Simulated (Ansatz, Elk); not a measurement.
**Bonding as seen by X-rays: LuScAl5**

The structure of LuScAl5 used here is made up (a known structure type with other elements) and was relaxed beforehand with PBEsol. The aim is the Fourier transform of its all-electron density, F(hkl), set beside the sum over free spherical atoms that refinements use.

Program: Elk 11.2.3 (patched build). Level of theory: DFT, PBE, all-electron APW+lo, Dirac cores, scalar-relativistic bands, static density, no spin. Results are calculated unless marked as measured.

The structure was built from a prototype and need not be the compound's stable phase.

### Step 1. The structure

Symmetry: P4/mmm, No. 123, tetragonal system. Conventional cell: a = 4.103 Å, b = 4.103 Å, c = 8.183 Å, α = 90.00°, β = 90.00°, γ = 90.00°. Nearest to Lu lie 12 Al at 2.90 to 2.94 Å. Nearest to Sc lie 8 Al at 2.86 Å. Al has 2 Sc at 2.86 Å and 6 Al at 2.90 to 2.94 Å and 2 Lu at 2.94 Å nearest. Nearest to Al lie 4 Lu at 2.90 Å and 8 Al at 2.94 Å. Farther neighbours are not listed.

### Step 2. Ground state and structure factors

An all-electron density is needed, since X-rays see the cores too. Task 0 finds the density and task 195 Fourier-transforms it; tshift is off so that phases refer to the origin typed.

Input file elk.in:

```
tasks
  0
  195

xctype
  20

spinpol
  .false.

rgkmax
  7.0

gmaxvr
  14.0

lmaxo
  7

lmaxapw
  8

swidth
  0.002

tshift
  .false.

ramdisk
  .false.

hmaxvr
  5.5

maxscl
  120

epspot
  1e-06

sppath
  './'

avec
  7.75419565858 0.00000000000 0.00000000000
  0.00000000000 7.75419565858 0.00000000000
  0.00000000000 0.00000000000 15.46328272944

atoms
  3
  'Lu.in'
  1
  -0.0000000000 0.0000000000 0.0000000000   0.000000 0.000000 0.000000
  'Sc.in'
  1
  0.0000000000 -0.0000000000 0.5000000000   0.000000 0.000000 0.000000
  'Al.in'
  5
  0.5000000000 -0.0000000000 0.7430345062   0.000000 0.000000 0.000000
  0.0000000000 0.5000000000 0.7430345062   0.000000 0.000000 0.000000
  0.5000000000 -0.0000000000 0.2569654938   0.000000 0.000000 0.000000
  0.0000000000 0.5000000000 0.2569654938   0.000000 0.000000 0.000000
  0.5000000000 0.5000000000 0.0000000000   0.000000 0.000000 0.000000

ngridk
  6 6 3
```

Started as:

```
> OMP_NUM_THREADS=4 elk
```

Numbers of over 12 decimals in the logs are rounded to 6 here.

The program printed:

```text
┌─────────────────────────┐
│ Elk code version 11.2.3 │
└─────────────────────────┘

All units are atomic (Hartree, Bohr, etc.)

┌─────────────────────────────────────────────────┐
│ Ground-state run starting from atomic densities │
└─────────────────────────────────────────────────┘

Lattice vectors :
   7.754195659       0.000000000       0.000000000
   0.000000000       7.754195659       0.000000000
   0.000000000       0.000000000       15.46328273

Reciprocal lattice vectors :
  0.8102949144       0.000000000       0.000000000
   0.000000000      0.8102949144       0.000000000
   0.000000000       0.000000000      0.4063293297

Unit cell volume      :    929.7693103
Brillouin zone volume :   0.2667868370

Muffin-tin inner radius fraction :   0.1000000000E-01

Nuclei treated as point charges

Species : 1 (Lu)
 parameters loaded from : Lu.in
 name : lutetium
 nuclear charge    :   -71.00000000
 electronic charge :    71.00000000
 atomic mass :    318945.3298
 muffin-tin radius :    2.800000000
 number of radial points in muffin-tin :   1393
 inner part over the whole radius :   0.9962478555E-02
 number on inner part of muffin-tin    :    999
 approximate nuclear radius :   0.9954169502E-04
 number of mesh points to nuclear radius :    517
 atomic positions (lattice), magnetic fields (Cartesian) :
  1 :   0.00000000  0.00000000  0.00000000    0.00000000  0.00000000  0.00000000

Species : 2 (Sc)
 parameters loaded from : Sc.in
 name : scandium
 nuclear charge    :   -21.00000000
 electronic charge :    21.00000000
 atomic mass :    81949.61073
 muffin-tin radius :    2.400000000
 number of radial points in muffin-tin :    993
 inner part over the whole radius :   0.9898716403E-02
 number on inner part of muffin-tin    :    698
 approximate nuclear radius :   0.6711386133E-04
 number of mesh points to nuclear radius :    323
 atomic positions (lattice), magnetic fields (Cartesian) :
  1 :   0.00000000  0.00000000  0.50000000    0.00000000  0.00000000  0.00000000

Species : 3 (Al)
 parameters loaded from : Al.in
 name : aluminium
 nuclear charge    :   -13.00000000
 electronic charge :    13.00000000
 atomic mass :    49184.33496
 muffin-tin radius :    2.200000000
 number of radial points in muffin-tin :    793
 inner part over the whole radius :   0.9821194981E-02
 number on inner part of muffin-tin    :    552
 approximate nuclear radius :   0.5839653600E-04
 number of mesh points to nuclear radius :    244
 atomic positions (lattice), magnetic fields (Cartesian) :
  1 :   0.50000000  0.00000000 -0.25696549    0.00000000  0.00000000  0.00000000
  2 :   0.00000000  0.50000000 -0.25696549    0.00000000  0.00000000  0.00000000
  3 :   0.50000000  0.00000000  0.25696549    0.00000000  0.00000000  0.00000000
  4 :   0.00000000  0.50000000  0.25696549    0.00000000  0.00000000  0.00000000
  5 :   0.50000000  0.50000000  0.00000000    0.00000000  0.00000000  0.00000000

Total number of atoms per unit cell :    7
Total muffin-tin volume :    372.8693489
 ratio of muffin-tin to unit cell volume :   0.4010342617

Spin treatment :
 spin-unpolarised

Number of Bravais lattice symmetries :   16
Number of crystal symmetries         :   16
Crystal has inversion symmetry
Real symmetric eigensolver will be used

k-point grid :      6     6     3
k-point offset :    0.000000000       0.000000000       0.000000000
k-point set is reduced with full crystal symmetry group
Total number of k-points :       20

Muffin-tin radius times maximum |G+k| :    7.000000000
 using average radius
Maximum |G+k| for APW functions       :    3.024691358
Maximum (1/2)|G+k|²                   :    4.574378906
Maximum |G| for potential and density :    14.00000000
Constant for pseudocharge density :   10
 order of it for each species :   17  17  17
 order of it for pair densities of each species (exact exchange by exxq0 0: 18) :   14  10   8
Radial integration step length :    1

G-vector grid sizes :     35    35    70
Number of G-vectors :    43137

[...]
exchange                    :     -426.55637919660
 correlation                 :     -7.690919
 electron entropic           :    -0.12157594338136E-02
 total energy                :     -16560.807097037

Density of states at Fermi energy :    89.55377521
 (states/Hartree/unit cell)

Estimated indirect band gap :   0.4354945883E-02
 from k-point 14 to k-point 2
Estimated direct band gap   :   0.5936138773E-02
 at k-point 8

Charges :
 core                        :    76.00000000
 valence                     :    81.00000000
 interstitial                :    12.18933220
 muffin-tins (core leakage)
  species : 1 (Lu)
[...]
species : 2 (Sc)
[...]
species : 3 (Al)
[...]
total in muffin-tins        :    144.8106678
 total calculated charge     :    156.9975212
 total charge                :    157.0000000
 error                       :   0.2478848494E-02

RMS change in Kohn-Sham potential (target) :   0.5139103268     (  0.1000000000E-05)
Absolute change in total energy (target)   :   0.3486984537     (  0.1000000000E-03)

[... loops 3 to 16 left out ...]

┌──────────────────┐
│ Loop number : 17 │
└──────────────────┘

Energies :
 Fermi                       :     0.226356
 sum of occupied eigenvalues :     -10012.195761917
 electron kinetic            :      18242.257502306
 core electron kinetic       :      17382.948255553
 Coulomb                     :     -34367.182163934
 Coulomb potential           :     -27688.069436453
 nuclear-nuclear             :     -1209.5219578357
 electron-nuclear            :     -38650.105357569
 Hartree                     :      5492.4451514712
 Madelung                    :     -20523.147445707
 xc potential                :     -566.38382776907
 exchange                    :     -426.92467340009
 correlation                 :     -7.693519
 electron entropic           :    -0.12579492931669E-02
 total energy                :     -16559.544112006

Density of states at Fermi energy :    94.03300026
 (states/Hartree/unit cell)

Estimated indirect band gap :   0.3219691122E-02
 from k-point 8 to k-point 15
Estimated direct band gap   :   0.1584748110E-01
 at k-point 9

Charges :
 core                        :    76.00000000
 valence                     :    81.00000000
 interstitial                :    12.08607435
 muffin-tins (core leakage)
  species : 1 (Lu)
[...]
species : 2 (Sc)
[...]
species : 3 (Al)
[...]
total in muffin-tins        :    144.9139256
 total calculated charge     :    156.9976103
 total charge                :    157.0000000
 error                       :   0.2389675474E-02

RMS change in Kohn-Sham potential (target) :   0.3560162228E-06 (  0.1000000000E-05)
Absolute change in total energy (target)   :   0.1478692138E-04 (  0.1000000000E-03)

Convergence targets achieved

┌──────────────────┐
│ Loop number : 18 │
└──────────────────┘

Energies :
 Fermi                       :     0.226356
 sum of occupied eigenvalues :     -10012.195757616
 electron kinetic            :      18242.257501614
 core electron kinetic       :      17382.948255137
 Coulomb                     :     -34367.182161572
 Coulomb potential           :     -27688.069457518
 nuclear-nuclear             :     -1209.5219578357
 electron-nuclear            :     -38650.105331942
 Hartree                     :      5492.4451282051
 Madelung                    :     -20523.147432813
 xc potential                :     -566.38380171311
 exchange                    :     -426.92467343257
 correlation                 :     -7.693519
 electron entropic           :    -0.12579488670682E-02
 total energy                :     -16559.544110360

Density of states at Fermi energy :    94.03294985
 (states/Hartree/unit cell)

Estimated indirect band gap :   0.3219700172E-02
 from k-point 8 to k-point 15
Estimated direct band gap   :   0.1584747783E-01
 at k-point 9

Charges :
 core                        :    76.00000000
 valence                     :    81.00000000
 interstitial                :    12.08607431
 muffin-tins (core leakage)
  species : 1 (Lu)
[...]
species : 2 (Sc)
[...]
species : 3 (Al)
[...]
atom 3                    :    11.22219800     (  0.4710836860E-03)
   atom 4                    :    11.22219800     (  0.4710836860E-03)
   atom 5                    :    11.25097898     (  0.4732164833E-03)
 total in muffin-tins        :    144.9139257
 total calculated charge     :    156.9976103
 total charge                :    157.0000000
 error                       :   0.2389675463E-02

┌──────────────────────────────┐
│ Self-consistent loop stopped │
└──────────────────────────────┘

Warning : core states of species 3 leak from the muffin-tin :   0.4732164833E-03

Wrote STATE.OUT
```

Elapsed: 35 s, on 4 threads of AMD EPYC 9R14 (Zen 4), shared host; peak memory 0.3 GiB; 93 s of CPU time.

SFACRHO.OUT:

```text

h k l indices transformed by vhmat matrix:
   1.000000000       0.000000000       0.000000000    
   0.000000000       1.000000000       0.000000000    
   0.000000000       0.000000000       1.000000000    

      h      k      l  multipl.   |H|            Re(F)            Im(F)           |F|

      0      0      0      1   0.0000000       157.00000     -0.29438313E-16   157.00000    
      0      0     -1      2  0.40632933       59.515638     -0.58251498E-16   59.515638    
      0      1      0      4  0.81029491       72.470848      0.35832406E-14   72.470848    
      0      0      2      2  0.81265866       50.972191     -0.41422690E-14   50.972191    
      0      1     -1      8  0.90646642       36.798729      0.11923696E-14   36.798729    
     -1      1      0      4   1.1459301       48.780485      0.29785020E-16   48.780485    
      0      1      2      8   1.1476027       67.919513     -0.59981950E-14   67.919513    
      1      1     -1      8   1.2158368       56.597181     -0.22470252E-14   56.597181    
      0      0      3      2   1.2189880       59.935729      0.33484565E-14   59.935729    
      1      1     -2      8   1.4048380       118.34999     -0.52271845E-14   118.34999    
      0      1     -3      8   1.4637314       35.366863     -0.36856308E-14   35.366863    
      0     -2      0      4   1.6205898       113.15659      0.63055611E-14   113.15659    
      0      0     -4      2   1.6253173       112.37685      0.71212282E-14   112.37685    
      0      2     -1      8   1.6707528       49.544481     -0.36771443E-14   49.544481    
      1      1     -3      8   1.6730473       46.751742     -0.21169357E-14   46.751742    
      1     -2      0      8   1.8118745       59.956095      0.50834467E-14   59.956095    
      2      0     -2      8   1.8129328       44.008943      0.53411312E-14   44.008943    
     -1      0      4      8   1.8161041       59.985396     -0.12999713E-13   59.985396
```

Elk indexes on the primitive cell of elk.in and gives |H| = 4π sin θ/λ in inverse bohr. Below, one row stands for each form hkl of the conventional cell (m members, Friedel mates merged), F is for one primitive cell and the density is static (no thermal factor). Free-atom factors are Waasmaier and Kirfel's, and R is Σm||F|−|F'||/Σm|F|.

```
hkl  m  sin θ/λ (Å⁻¹)  abs F, DFT  neutral atoms   diff.
001  2          0.061      59.516         59.467  +0.049
100  4          0.122      72.471         72.232  +0.239
002  2          0.122      50.972         51.010  -0.037
101  8          0.136      36.799         36.924  -0.126
110  4          0.172      48.781         49.033  -0.252
102  8          0.173      67.919         68.263  -0.344
111  8          0.183      56.597         56.705  -0.108
003  2          0.183      59.936         59.967  -0.031
112  8          0.211     118.350        118.962  -0.612
103  8          0.220      35.367         35.328  +0.039
200  4          0.244     113.157        113.766  -0.609
004  2          0.244     112.377        113.130  -0.753
201  8          0.251      49.544         49.903  -0.359
113  8          0.252      46.752         46.941  -0.190
```

### Step 3. The highest occupied states alone

An energy window below the Fermi level keeps the highest occupied states, to see at which angles they scatter; shallow core shells can lie inside it and anion s states outside. No new self-consistency is needed.

Changes to elk.in since step 2:

```diff
@@ -1,3 +1,2 @@
 tasks
-  0
   195
@@ -40,2 +39,5 @@
 
+wsfac
+  -0.141140 0.526360
+
 sppath
```

Started as:

```
> OMP_NUM_THREADS=4 elk
```

The program printed:

```text
┌─────────────────────────────────┐
│ Elk code version 11.2.3 started │
└─────────────────────────────────┘

Info(readinput): the functional depends on the density's gradient
 muffin-tin radial points multiplied by    2.00000
 (not where nrmtscf is given)

┌────────────────────┐
│ Current task : 195 │
└────────────────────┘

Info(sfacrho): density structure factors written to SFACRHO.OUT

 Energy window :  -0.1411400000      0.5263600000

┌──────────────────┐
│ Elk code stopped │
└──────────────────┘
```

Elapsed: 12 s, on 4 threads; peak memory 0.2 GiB; 15 s of CPU time.

States within 10 eV below the Fermi level hold 35.00 electrons; any levels below the window count with the cores. Their amplitudes can exceed the total, where window and core parts have opposite phase:

```
hkl  sin θ/λ (Å⁻¹)  abs F, window  abs F, all
001          0.061         15.617      59.516
100          0.122         13.811      72.471
002          0.122         11.388      50.972
101          0.136         11.539      36.799
110          0.172         11.376      48.781
102          0.173         12.077      67.919
111          0.183         11.924      56.597
003          0.183         12.087      59.936
112          0.211         11.764     118.350
103          0.220         10.949      35.367
```

### Step 4. Another functional

The difference from free atoms is small, so it is set against the change that LDA (Perdew-Wang) makes.

Changes to elk.in since step 3:

```diff
@@ -1,2 +1,3 @@
 tasks
+  0
   195
@@ -4,3 +5,3 @@
 xctype
-  20
+  3
 
@@ -39,5 +40,2 @@
 
-wsfac
-  -0.141140 0.526360
-
 sppath
```

Started as:

```
> OMP_NUM_THREADS=4 elk
```

The program printed:

```text
┌─────────────────────────┐
│ Elk code version 11.2.3 │
└─────────────────────────┘

All units are atomic (Hartree, Bohr, etc.)

┌─────────────────────────────────────────────────┐
│ Ground-state run starting from atomic densities │
└─────────────────────────────────────────────────┘

Lattice vectors :
   7.754195659       0.000000000       0.000000000
   0.000000000       7.754195659       0.000000000
   0.000000000       0.000000000       15.46328273

Reciprocal lattice vectors :
  0.8102949144       0.000000000       0.000000000
[...]
species : 1 (Lu)
[...]
species : 2 (Sc)
[...]
species : 3 (Al)
[...]
atom 4                    :    11.23778375     (  0.4985445241E-03)
   atom 5                    :    11.26712988     (  0.5010797841E-03)
 total in muffin-tins        :    145.0539534
 total calculated charge     :    156.9974644
 total charge                :    157.0000000
 error                       :   0.2535629942E-02

┌──────────────────────────────┐
│ Self-consistent loop stopped │
└──────────────────────────────┘

Warning : core states of species 3 leak from the muffin-tin :   0.5010797841E-03

Wrote STATE.OUT
[key lines of the parts left out:]
total energy                :     -16544.494384890
```

Run time: 22 s. Hardware: 4 threads; peak memory 0.23 GiB; 58 s of CPU time.

Against the first run R = 0.05 %; the largest change is -0.086 at 220.

### Step 5. Basis size

The basis and the expansions that go with it are enlarged, to see whether the differences are converged.

Changes to elk.in since step 4:

```diff
@@ -5,3 +5,3 @@
 xctype
-  3
+  20
 
@@ -11,12 +11,12 @@
 rgkmax
-  7.0
+  8.5
 
 gmaxvr
-  14.0
+  18.0
 
 lmaxo
-  7
+  9
 
 lmaxapw
-  8
+  10
```

Started as:

```
> OMP_NUM_THREADS=4 elk
```

The program printed:

```text
┌─────────────────────────┐
│ Elk code version 11.2.3 │
└─────────────────────────┘

All units are atomic (Hartree, Bohr, etc.)

┌─────────────────────────────────────────────────┐
│ Ground-state run starting from atomic densities │
└─────────────────────────────────────────────────┘

Lattice vectors :
   7.754195659       0.000000000       0.000000000
   0.000000000       7.754195659       0.000000000
   0.000000000       0.000000000       15.46328273

Reciprocal lattice vectors :
  0.8102949144       0.000000000       0.000000000
[...]
species : 1 (Lu)
[...]
species : 2 (Sc)
[...]
species : 3 (Al)
[...]
atom 4                    :    11.22253145     (  0.4709987285E-03)
   atom 5                    :    11.25114806     (  0.4731131799E-03)
 total in muffin-tins        :    144.9220393
 total calculated charge     :    156.9976620
 total charge                :    157.0000000
 error                       :   0.2337974289E-02

┌──────────────────────────────┐
│ Self-consistent loop stopped │
└──────────────────────────────┘

Warning : core states of species 3 leak from the muffin-tin :   0.4731131799E-03

Wrote STATE.OUT
[key lines of the parts left out:]
total energy                :     -16559.550372547
```

Wall time 84 s (4 threads); peak memory 0.58 GiB; 3.6 min of CPU time.

Against the first run R = 0.00 %; the largest change is -0.005 at 008.

### Step 6. Settings against the effect

```csv
run,R against the first run (%),"R against neutral atoms, low angle (%)",wall time
"PBE, rgkmax 7",0.00,0.31,35 s
LDA (Perdew-Wang),0.05,0.31,22 s
rgkmax 8.5 with larger expansions,0.00,0.31,84 s
```

### Step 7. Summary of results

```yaml
r_against_neutral_atoms_sin_theta_lambda_0p3_a_minus1: 0.31 %
r_against_neutral_atoms_0p3_to_0p69_a_minus1: 0.27 %
```

What this shows: Independent neutral atoms miss the calculated amplitudes by R = 0.31 % below 0.3 Å⁻¹ and 0.27 % from there to 0.69 Å⁻¹; by shells, 0.27 % below 0.15 Å⁻¹ (4 forms), 0.31 % 0.15 to 0.3 (16 forms), 0.26 % 0.3 to 0.45 (31 forms), 0.27 % above 0.45 (98 forms). Bonding, aspherical density and the tables' own atoms all enter these figures, and the runs don't part them. The largest change of an amplitude is -0.75 electrons, at 004. The window's part falls from 35.0 electrons at the origin to at most 6.10 between 0.45 and 0.69 Å⁻¹, where compact states inside the window still scatter. Below 0.3 Å⁻¹ the changes that finished (LDA (Perdew-Wang) and rgkmax 8.5 with larger expansions) move F by R = 0.02 % at most, against the 0.31 % that separates it from free atoms. The k-mesh has no finished test. Spin-orbit coupling is left out, which can matter for elements this heavy. Part of the difference isn't bonding: the tables are fits to free atoms and ions calculated by other methods than this functional. Thermal motion, anomalous dispersion and extinction are left out.

[Logs are printed without paths, hosts, clocks, repeated set-up lines and the standing remarks that a program may print on its own settings, such as how far it seeks lower states.]

[Hosts, paths, dates, database ids (printed as entryN), source tags and the programs' standing remarks are cut or masked in the printed files.]
